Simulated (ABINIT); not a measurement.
# A GW chain in ABINIT: CsCaH3 (Pm-3m), part 2 of 3

Aim: the G0W0 gap of CsCaH3 (Pm-3m) on LDA, step by step.

ABINIT 10.8.3; LDA and many-body steps on it, plane waves. Known limits of the many-body steps: not at the basis limit; no spin-orbit coupling; coarse k mesh.

So far. Step 2 (Ground state): The gap is direct, at (0.500, 0.500, 0.000).

**3. Bands along the symmetry lines**

Level of this step: DFT, LDA, plane waves, norm-conserving pseudopotentials (ABINIT).

Levels along a band path, at the cheap level, show where the edges lie and whether the meshes to come will hold them.

The input, run.abi:

```
acell 3*1.0 Angstrom
rprim 
  4.621186000000 0.000000000000 0.000000000000
  0.000000000000 4.621186000000 0.000000000000
  0.000000000000 0.000000000000 4.621186000000
ntypat 3
znucl 55 20 1
natom 5
typat 1 2 3 3 3
xred 
  0.000000000000 0.000000000000 0.000000000000
  0.500000000000 0.500000000000 0.500000000000
  0.500000000000 0.000000000000 0.500000000000
  0.000000000000 0.500000000000 0.500000000000
  0.500000000000 0.500000000000 0.000000000000
pp_dirpath "pseudos"
pseudos "Cs.upf, Ca.upf, H.upf"
ecut 31
iscf -2
irdden 1
kptopt 0
nkpt 50
kpt 
  0.00000000 0.00000000 0.00000000
  0.00000000 0.06250000 0.00000000
  0.00000000 0.12500000 0.00000000
  0.00000000 0.18750000 0.00000000
  0.00000000 0.25000000 0.00000000
  0.00000000 0.31250000 0.00000000
  0.00000000 0.37500000 0.00000000
  0.00000000 0.43750000 0.00000000
  0.00000000 0.50000000 0.00000000
  0.06250000 0.50000000 0.00000000
  0.12500000 0.50000000 0.00000000
  0.18750000 0.50000000 0.00000000
  0.25000000 0.50000000 0.00000000
  0.31250000 0.50000000 0.00000000
  0.37500000 0.50000000 0.00000000
  0.43750000 0.50000000 0.00000000
  0.50000000 0.50000000 0.00000000
  0.43750000 0.43750000 0.00000000
  0.37500000 0.37500000 0.00000000
  0.31250000 0.31250000 0.00000000
  0.25000000 0.25000000 0.00000000
  0.18750000 0.18750000 0.00000000
  0.12500000 0.12500000 0.00000000
  0.06250000 0.06250000 0.00000000
  0.00000000 0.00000000 0.00000000
  0.06250000 0.06250000 0.06250000
  0.12500000 0.12500000 0.12500000
  0.18750000 0.18750000 0.18750000
  0.25000000 0.25000000 0.25000000
  0.31250000 0.31250000 0.31250000
  0.37500000 0.37500000 0.37500000
  0.43750000 0.43750000 0.43750000
  0.50000000 0.50000000 0.50000000
  0.43750000 0.50000000 0.43750000
  0.37500000 0.50000000 0.37500000
  0.31250000 0.50000000 0.31250000
  0.25000000 0.50000000 0.25000000
  0.18750000 0.50000000 0.18750000
  0.12500000 0.50000000 0.12500000
  0.06250000 0.50000000 0.06250000
  0.00000000 0.50000000 0.00000000
  0.50000000 0.50000000 0.50000000
  0.50000000 0.50000000 0.43750000
  0.50000000 0.50000000 0.37500000
  0.50000000 0.50000000 0.31250000
  0.50000000 0.50000000 0.25000000
  0.50000000 0.50000000 0.18750000
  0.50000000 0.50000000 0.12500000
  0.50000000 0.50000000 0.06250000
  0.50000000 0.50000000 0.00000000
istwfk *1
nband 18
nbdbuf 2
tolwfr 1e-08
nstep 40
prtwf 0
prtvol 0
indata_prefix "in"
outdata_prefix "out"
tmpdata_prefix "tmp"
```

Started as:

```console
$ OMP_NUM_THREADS=1 mpirun -n 4 abinit run.abi > log
```

Numbers of over 12 decimals in the logs are rounded to 6 here.

The log of the run:

```text
.Version 10.8.3 of ABINIT. v10.8.2 released Aug 2026.

 Symmetries : space group Pm -3 m (#221); Bravais cP (primitive cubic)
[... echo of the input left out ...]
== DATASET  1 ==================================================================
-   mpi_nproc: 4, omp_nthreads: 1 (-1 if OMP is not activated)

--- !DatasetInfo
iteration_state: {dtset: 1, }
dimensions: {natom: 5, nkpt: 50, mband: 18, nsppol: 1, nspinor: 1, nspden: 1, mpw: 5528, }
cutoff_energies: {ecut:  31.0, pawecutdg:  -1.0, }
electrons: {nelect:   2.20000000E+01, charge:   0.00000000E+00, occopt:   1.00000000E+00, tsmear:   1.00000000E-02, }

 Real(R)+Recip(G) space primitive vectors, cartesian coordinates (Bohr,Bohr^-1):
 R(1)=  8.7327759  0.0000000  0.0000000  G(1)=  0.1145111  0.0000000  0.0000000
 R(2)=  0.0000000  8.7327759  0.0000000  G(2)=  0.0000000  0.1145111  0.0000000
 R(3)=  0.0000000  0.0000000  8.7327759  G(3)=  0.0000000  0.0000000  0.1145111
 Unit cell volume ucvol=  6.6597350E+02 bohr^3
 Angles (23,13,12)=  9.00000000E+01  9.00000000E+01  9.00000000E+01 degrees

 getcut: wavevector=  0.0000  0.0000  0.0000  ngfft=  45  45  45
         ecut(hartree)=     31.000   => boxcut(ratio)=   2.01027

--- Pseudopotential description ------------------------------------------------
- Cs Generated using ONCVPSP code by D. R. Hamann
- 55.00000   9.00000  201201                  znucl, zion, pspdat
12 -1012 3 -1 2328                            pspcod,pspxc,lmax,lloc,mmax
     nproj     2     2     2     2
  pspatm : epsatm=   21.68725381
         --- l  ekb(1:nproj) -->
             0    6.247599    0.778427
             1    6.343167    0.797067
             2    3.778962    0.917083
[...]
pspatm: atomic psp has been read  and splines computed

- Ca Generated using ONCVPSP code by D. R. Hamann
- 20.00000  10.00000  180309                  znucl, zion, pspdat
12 -1012 2 -1 1724                            pspcod,pspxc,lmax,lloc,mmax
     nproj     2     2     2     0
  pspatm : epsatm=   12.51424511
         --- l  ekb(1:nproj) -->
[...]
pspatm: atomic psp has been read  and splines computed

- H Generated using ONCVPSP code by D. R. Hamann
-  1.00000   1.00000  180309                  znucl, zion, pspdat
12 -1012 1 -1 1180                            pspcod,pspxc,lmax,lloc,mmax
     nproj     2     1     0     0
  pspatm : epsatm=    0.35439867
         --- l  ekb(1:nproj) -->
[...]
1   -0.275071
 pspatm: atomic psp has been read  and splines computed

--------------------------------------------------------------------------------

================================================================================
 prteigrs : about to open file out_EIG
 Non-SCF case, kpt    1 (  0.00000  0.00000  0.00000), residuals and eigenvalues=
  7.21E-09  4.20E-09  3.96E-09  5.82E-09  5.35E-09  5.10E-09  5.54E-09  9.06E-09
[...]
Non-SCF case, kpt   49 (  0.50000  0.50000  0.06250), residuals and eigenvalues=
[...]
Non-SCF case, kpt   50 (  0.50000  0.50000  0.00000), residuals and eigenvalues=
[...]
-2.1507E-01 -1.9791E-01 -3.6100E-03  5.1210E-02  5.1210E-02  1.5447E-01
  2.0678E-01  2.0678E-01  2.3605E-01  2.6472E-01  3.2050E-01  3.6196E-01

--- !ResultsGS
iteration_state: {dtset: 1, }
comment   : Summary of ground state results
lattice_vectors:
- [  8.7327759,   0.0000000,   0.0000000, ]
- [  0.0000000,   8.7327759,   0.0000000, ]
- [  0.0000000,   0.0000000,   8.7327759, ]
lattice_lengths: [   8.73278,    8.73278,    8.73278, ]
lattice_angles: [ 90.000,  90.000,  90.000, ] # degrees, (23, 13, 12)
lattice_volume:   6.6597350E+02
convergence: {deltae:  0.000E+00, res2:  0.000E+00, residm:  9.991E-09, diffor:  0.000E+00, }
etotal    :  -6.39152226E+01
entropy   :   0.00000000E+00
fermie    :   5.12095198E-02
cartesian_stress_tensor: null
pressure_GPa: null
xred      :
- [  0.0000E+00,   0.0000E+00,   0.0000E+00, Cs]
- [  5.0000E-01,   5.0000E-01,   5.0000E-01, Ca]
- [  5.0000E-01,   0.0000E+00,   5.0000E-01,  H]
- [  0.0000E+00,   5.0000E-01,   5.0000E-01,  H]
- [  5.0000E-01,   5.0000E-01,   0.0000E+00,  H]
cartesian_forces: null
force_length_stats: {min: null, max: null, mean: null, }

 Integrated electronic density in atomic spheres:
 ------------------------------------------------
 Atom  Sphere_radius  Integrated_density
[...]
================================================================================

 ----iterations are completed or convergence reached----

 Mean square residual over all n,k,spin=   69.116E-10; max=  99.907E-10
 reduced coordinates (array xred) for    5 atoms
[...]
0.000000000000      0.500000000000      0.500000000000
       0.500000000000      0.500000000000      0.000000000000

 cartesian coordinates (angstrom) at end:
    1      0.000000     0.000000     0.000000
    2      2.310593     2.310593     2.310593
    3      2.310593     0.000000     2.310593
    4      0.000000     2.310593     2.310593
    5      2.310593     2.310593     0.000000
 length scales=  1.889726125908  1.889726125908  1.889726125908 bohr
              =  1.000000000000  1.000000000000  1.000000000000 angstroms
 prteigrs : about to open file out_EIG
 Eigenvalues (hartree) for nkpt=  50  k points:
 kpt#   1, nband= 18, wtk=  1.00000, kpt=  0.0000  0.0000  0.0000 (reduced coord)
[...]
kpt#   2, nband= 18, wtk=  1.00000, kpt=  0.0000  0.0625  0.0000 (reduced coord)
[...]
kpt#   3, nband= 18, wtk=  1.00000, kpt=  0.0000  0.1250  0.0000 (reduced coord)
[...]
kpt#  49, nband= 18, wtk=  1.00000, kpt=  0.5000  0.5000  0.0625 (reduced coord)
[...]
0.32145    0.36234
 kpt#  50, nband= 18, wtk=  1.00000, kpt=  0.5000  0.5000  0.0000 (reduced coord)
  -1.36914   -0.68978   -0.68087   -0.68087   -0.67988   -0.21507   -0.21507   -0.19791
  -0.00361    0.05121    0.05121    0.15447    0.20678    0.20678    0.23605    0.26472
   0.32050    0.36196

== END DATASET(S) ==============================================================
================================================================================

 -outvars: echo values of variables after computation  --------
            nband          18
             nkpt          50
          spgroup         221
 [... the other variables as echoed above ...]

 Calculation completed.
```

Elapsed: 32 s, on 4 MPI ranks of Arm Neoverse V2, shared host; peak memory 0.35 GiB; 2.1 min of CPU time.

This step gave:

| Item | Value |
| --- | --- |
| gap | 2.810 eV |
| k of the valence top | 0.5, 0.5, 0 |
| k of the conduction bottom | 0.5, 0.5, 0 |
| least direct gap | 2.810 eV |

The gap is 2.810 eV, as in the run before at this level.

Electronic bands along the path, in eV, zero at the top of the highest filled band:

```
    point  band 8  band 9  band 10  band 11  band 12  band 13  band 14  band 15
        Γ   -6.86   -2.81    -0.67    -0.67     5.36     5.36     5.36     6.32
  halfway   -6.84   -2.21    -0.54    -0.54     5.19     5.19     5.40     5.52
        X   -6.83   -1.24    -0.88    -0.40     4.71     5.14     5.14     5.40
  halfway   -6.80   -1.29    -0.47    -0.32     3.65     4.57     4.63     5.17
        M   -6.78   -1.49     0.00     0.00     2.81     4.23     4.23     5.03
  halfway   -6.82   -1.78    -0.56    -0.32     4.20     4.73     5.09     5.15
        Γ   -6.86   -2.81    -0.67    -0.67     5.36     5.36     5.36     6.32
  halfway   -7.03   -1.44    -0.42    -0.42     3.83     4.47     4.47     6.14
        R   -7.16   -0.60    -0.60    -0.60     4.46     4.46     4.46     4.77
  halfway   -7.00   -1.05    -0.52    -0.36     3.67     4.36     4.42     5.54
        X   -6.83   -1.24    -0.88    -0.40     4.71     5.14     5.14     5.40
jump to R   -7.16   -0.60    -0.60    -0.60     4.46     4.46     4.46     4.77
  halfway   -6.98   -1.10    -0.32    -0.32     3.59     4.37     4.37     5.12
        M   -6.78   -1.49     0.00     0.00     2.81     4.23     4.23     5.03
```

**4. Empty states on the mesh, 2×2×2 mesh, 55 bands**

The sums over transitions need many empty states on a uniform mesh; this step solves for them.

The input, run.abi:

```
acell 3*1.0 Angstrom
rprim 
  4.621186000000 0.000000000000 0.000000000000
  0.000000000000 4.621186000000 0.000000000000
  0.000000000000 0.000000000000 4.621186000000
ntypat 3
znucl 55 20 1
natom 5
typat 1 2 3 3 3
xred 
  0.000000000000 0.000000000000 0.000000000000
  0.500000000000 0.500000000000 0.500000000000
  0.500000000000 0.000000000000 0.500000000000
  0.000000000000 0.500000000000 0.500000000000
  0.500000000000 0.500000000000 0.000000000000
pp_dirpath "pseudos"
pseudos "Cs.upf, Ca.upf, H.upf"
ecut 31
ngkpt 2 2 2
nshiftk 1
shiftk 0 0 0
kptopt 1
chksymbreak 0
iscf -2
irdden 1
istwfk *1
nband 55
nbdbuf 4
tolwfr 1e-09
nstep 60
prtvol 0
indata_prefix "in"
outdata_prefix "out"
tmpdata_prefix "tmp"
```

The log of the run:

```text
.Version 10.8.3 of ABINIT. v10.8.2 released Aug 2026.

 Symmetries : space group Pm -3 m (#221); Bravais cP (primitive cubic)
[... echo of the input left out ...]
== DATASET  1 ==================================================================
-   mpi_nproc: 4, omp_nthreads: 1 (-1 if OMP is not activated)

--- !DatasetInfo
iteration_state: {dtset: 1, }
dimensions: {natom: 5, nkpt: 4, mband: 55, nsppol: 1, nspinor: 1, nspden: 1, mpw: 5520, }
cutoff_energies: {ecut:  31.0, pawecutdg:  -1.0, }
electrons: {nelect:   2.20000000E+01, charge:   0.00000000E+00, occopt:   1.00000000E+00, tsmear:   1.00000000E-02, }

 Real(R)+Recip(G) space primitive vectors, cartesian coordinates (Bohr,Bohr^-1):
 R(1)=  8.7327759  0.0000000  0.0000000  G(1)=  0.1145111  0.0000000  0.0000000
 R(2)=  0.0000000  8.7327759  0.0000000  G(2)=  0.0000000  0.1145111  0.0000000
 R(3)=  0.0000000  0.0000000  8.7327759  G(3)=  0.0000000  0.0000000  0.1145111
 Unit cell volume ucvol=  6.6597350E+02 bohr^3
 Angles (23,13,12)=  9.00000000E+01  9.00000000E+01  9.00000000E+01 degrees

 getcut: wavevector=  0.0000  0.0000  0.0000  ngfft=  45  45  45
         ecut(hartree)=     31.000   => boxcut(ratio)=   2.01027

--- Pseudopotential description ------------------------------------------------
- Cs Generated using ONCVPSP code by D. R. Hamann
- 55.00000   9.00000  201201                  znucl, zion, pspdat
12 -1012 3 -1 2328                            pspcod,pspxc,lmax,lloc,mmax
     nproj     2     2     2     2
  pspatm : epsatm=   21.68725381
         --- l  ekb(1:nproj) -->
             0    6.247599    0.778427
             1    6.343167    0.797067
             2    3.778962    0.917083
[...]
pspatm: atomic psp has been read  and splines computed

- Ca Generated using ONCVPSP code by D. R. Hamann
- 20.00000  10.00000  180309                  znucl, zion, pspdat
12 -1012 2 -1 1724                            pspcod,pspxc,lmax,lloc,mmax
     nproj     2     2     2     0
  pspatm : epsatm=   12.51424511
         --- l  ekb(1:nproj) -->
[...]
pspatm: atomic psp has been read  and splines computed

- H Generated using ONCVPSP code by D. R. Hamann
-  1.00000   1.00000  180309                  znucl, zion, pspdat
12 -1012 1 -1 1180                            pspcod,pspxc,lmax,lloc,mmax
     nproj     2     1     0     0
  pspatm : epsatm=    0.35439867
         --- l  ekb(1:nproj) -->
[...]
1   -0.275071
 pspatm: atomic psp has been read  and splines computed

--------------------------------------------------------------------------------

================================================================================
 prteigrs : about to open file out_EIG
 Non-SCF case, kpt    1 (  0.00000  0.00000  0.00000), residuals and eigenvalues=
  2.88E-10  6.74E-10  1.68E-10  5.33E-10  6.46E-10  2.18E-10  4.33E-10  8.30E-10
  3.09E-10  1.84E-10  2.59E-10  1.14E-10  2.78E-10  4.20E-10  4.49E-10  8.98E-10
  1.19E-10  3.29E-10  5.40E-10  2.02E-10  4.49E-10  8.63E-10  2.04E-10  4.10E-10
[...]
9.40E-10  6.03E-10  9.58E-10  4.11E-11  9.44E-10  1.02E-09  9.40E-10
 -1.3692E+00 -6.9136E-01 -6.7998E-01 -6.7998E-01 -6.7998E-01 -2.0090E-01
 -2.0090E-01 -2.0090E-01 -5.1918E-02  2.6672E-02  2.6672E-02  2.4832E-01
  2.4832E-01  2.4832E-01  2.8335E-01  2.8335E-01  3.1159E-01  3.1159E-01
[...]
7.6636E-01  7.6636E-01  8.2279E-01  9.3671E-01  9.3671E-01  9.3671E-01
  9.9365E-01  1.0262E+00  1.0262E+00  1.0298E+00  1.0298E+00  1.0298E+00
  1.0615E+00
 prteigrs : prtvol=0 or 1, do not print more k-points.

--- !ResultsGS
iteration_state: {dtset: 1, }
comment   : Summary of ground state results
lattice_vectors:
- [  8.7327759,   0.0000000,   0.0000000, ]
- [  0.0000000,   8.7327759,   0.0000000, ]
- [  0.0000000,   0.0000000,   8.7327759, ]
lattice_lengths: [   8.73278,    8.73278,    8.73278, ]
lattice_angles: [ 90.000,  90.000,  90.000, ] # degrees, (23, 13, 12)
lattice_volume:   6.6597350E+02
convergence: {deltae:  0.000E+00, res2:  0.000E+00, residm:  9.988E-10, diffor:  0.000E+00, }
etotal    :  -6.39152226E+01
entropy   :   0.00000000E+00
fermie    :   5.12095198E-02
cartesian_stress_tensor: null
pressure_GPa: null
xred      :
- [  0.0000E+00,   0.0000E+00,   0.0000E+00, Cs]
- [  5.0000E-01,   5.0000E-01,   5.0000E-01, Ca]
- [  5.0000E-01,   0.0000E+00,   5.0000E-01,  H]
- [  0.0000E+00,   5.0000E-01,   5.0000E-01,  H]
- [  5.0000E-01,   5.0000E-01,   0.0000E+00,  H]
cartesian_forces: null
force_length_stats: {min: null, max: null, mean: null, }

 Integrated electronic density in atomic spheres:
 ------------------------------------------------
 Atom  Sphere_radius  Integrated_density
[...]
================================================================================

 ----iterations are completed or convergence reached----

 Mean square residual over all n,k,spin=   49.346E-11; max=  99.876E-11
 reduced coordinates (array xred) for    5 atoms
[...]
0.000000000000      0.500000000000      0.500000000000
       0.500000000000      0.500000000000      0.000000000000

 cartesian coordinates (angstrom) at end:
    1      0.000000     0.000000     0.000000
    2      2.310593     2.310593     2.310593
    3      2.310593     0.000000     2.310593
    4      0.000000     2.310593     2.310593
    5      2.310593     2.310593     0.000000
 length scales=  1.889726125908  1.889726125908  1.889726125908 bohr
              =  1.000000000000  1.000000000000  1.000000000000 angstroms
 prteigrs : about to open file out_EIG
 Eigenvalues (hartree) for nkpt=   4  k points:
 kpt#   1, nband= 55, wtk=  0.12500, kpt=  0.0000  0.0000  0.0000 (reduced coord)
[...]
0.62690    0.64144    0.64144    0.64144    0.69498    0.69498    0.69498    0.76211
   0.76211    0.76211    0.76636    0.76636    0.82279    0.93671    0.93671    0.93671
   0.99365    1.02618    1.02618    1.02977    1.02977    1.02977    1.06155
 prteigrs : prtvol=0 or 1, do not print more k-points.

== END DATASET(S) ==============================================================
================================================================================

 -outvars: echo values of variables after computation  --------
            nband          55
             nkpt           4
          spgroup         221
 [... the other variables as echoed above ...]

 Calculation completed.
```

Elapsed: 10 s, on 4 MPI ranks; peak memory 0.3 GiB.

This step gave:

| Quantity | Value |
| --- | --- |
| gap | 2.810 eV |
| k of the valence top | 0.5, 0.5, 0 |
| k of the conduction bottom | 0.5, 0.5, 0 |
| least direct gap | 2.810 eV |
| k points computed | 4 |
| lowest point of the top converged band, above the valence top | 23.41 eV |

On this mesh the gap is 2.810 eV.

**5. Screening, 2×2×2 mesh, 51 bands, screening to 87.1 eV**

The RPA dielectric matrix is built and inverted for each q.

This step: RPA screening on LDA, plane waves, norm-conserving pseudopotentials.

run.abi: that of step 4 with these lines changed.

```diff
@@ -23,10 +23,11 @@
 chksymbreak 0
-iscf -2
-irdden 1
 istwfk *1
-nband 55
-nbdbuf 4
-tolwfr 1e-09
-nstep 60
-prtvol 0
+occopt 1
+irdwfk 1
+optdriver 3
+nband 51
+ecuteps 3.2
+inclvkb 2
+awtr 1
+symchi 1
 indata_prefix "in"
```

The log of the run:

```text
.Version 10.8.3 of ABINIT. v10.8.2 released Aug 2026.

 Symmetries : space group Pm -3 m (#221); Bravais cP (primitive cubic)
[... echo of the input left out ...]
== DATASET  1 ==================================================================
-   mpi_nproc: 4, omp_nthreads: 1 (-1 if OMP is not activated)

--- !DatasetInfo
iteration_state: {dtset: 1, }
dimensions: {natom: 5, nkpt: 4, mband: 51, nsppol: 1, nspinor: 1, nspden: 1, mpw: 5520, }
cutoff_energies: {ecut:  31.0, pawecutdg:  -1.0, }
electrons: {nelect:   2.20000000E+01, charge:   0.00000000E+00, occopt:   1.00000000E+00, tsmear:   1.00000000E-02, }

 SCREENING: Calculation of the susceptibility and dielectric matrices

 Based on a program developped by R.W. Godby, V. Olevano, G. Onida, and L. Reining.
 Incorporated in ABINIT by V. Olevano, G.-M. Rignanese, and M. Torrent.
.Using double precision arithmetic ; gwpc =  8

[... cell and pseudopotentials left out ...]
--------------------------------------------------------------------------------

 ==== K-mesh for the wavefunctions ====
 Number of points in the irreducible wedge :     4
[... list of points left out ...]
 Together with 48 symmetry operations and time-reversal symmetry
 yields     8 points in the full Brillouin Zone.

 ==== Q-mesh for the screening function ====
 Number of points in the irreducible wedge :     4
[... list of points left out ...]
 Together with 48 symmetry operations and time-reversal symmetry
 yields     8 points in the full Brillouin Zone.

 setmesh: FFT mesh size selected  =    30x   30x   30
          total number of points  =        27000

 vcoul_init : cutoff-mode = AUXILIARY_FUNCTION
 q-points for optical limit:   1
     1)      0.000010    0.000020    0.000030

- screening: taking advantage of time-reversal symmetry
- Maximum band index for partially occupied states nbvw = 11
- Remaining bands to be divided among processors   nbcw = 40
- Number of bands treated by each node ~10

 Number of electrons calculated from density =   22.0000; Expected =   22.0000
 average of density, n =  0.033034
 r_s =    1.9334
 omega_plasma =   17.5323 [eV]

 calculating chi0 at frequencies [eV] :
  1    0.000000E+00    0.000000E+00
  2    0.000000E+00    1.753228E+01

--------------------------------------------------------------------------------
  q-point number  1        q = ( 0.000000, 0.000000, 0.000000) [r.l.u.]
--------------------------------------------------------------------------------
[... chi0 elements left out ...]
 For q-point:  0.000010 0.000020 0.000030
  dielectric constant =   4.3263
  dielectric constant without local fields =   4.8859

  Average fulfillment of the sum rule on Im[epsilon] for q-point    1 :     54.25  [%]
[... wings left out ...]
  q-point number  2        q = ( 0.500000, 0.000000, 0.000000) [r.l.u.]
--------------------------------------------------------------------------------
[... chi0 elements left out ...]
  Average fulfillment of the sum rule on Im[epsilon] for q-point    2 :     67.19  [%]

 [... 2 further q-points ...]
```

Wall time 4.9 s (4 MPI ranks); peak memory 0.63 GiB.

This step gave:

- ε∞ with local fields, on this mesh, along the program's q direction: 4.326
- the same without local fields: 4.886
- plasma frequency: 17.53 eV
- plane waves in the screening matrix: 179

Local fields lower ε∞ by 11 %. On a Γ-centred mesh this coarse the value itself is usually too large, while a short band sum pulls it down.

(Continued in part 3 of 3.)

[Paths, hosts, dates, memory and timing lines, banners, echoed tables and standing remarks are left out of the program output.]

[Logs are printed without paths, hosts, clocks, repeated set-up lines and the standing remarks that a program may print on its own settings, such as how far it seeks lower states.]

[Runs of the session that timed out or met a known fault of the program may be left out.]

[Hosts, paths, dates, database ids (printed as entryN), source tags and the programs' standing remarks are cut or masked in the printed files.]

[G0W0 gaps are taken among the corrected bands and points alone; a level outside them can change the order at an edge.]

[Where Ansatz stands beside ABINIT at settings called matched, ABINIT's density can come from a denser mesh and the files from another edition; pairs whose starting gaps differed by over 0.03 eV were left out, so agreement reads better than it is.]
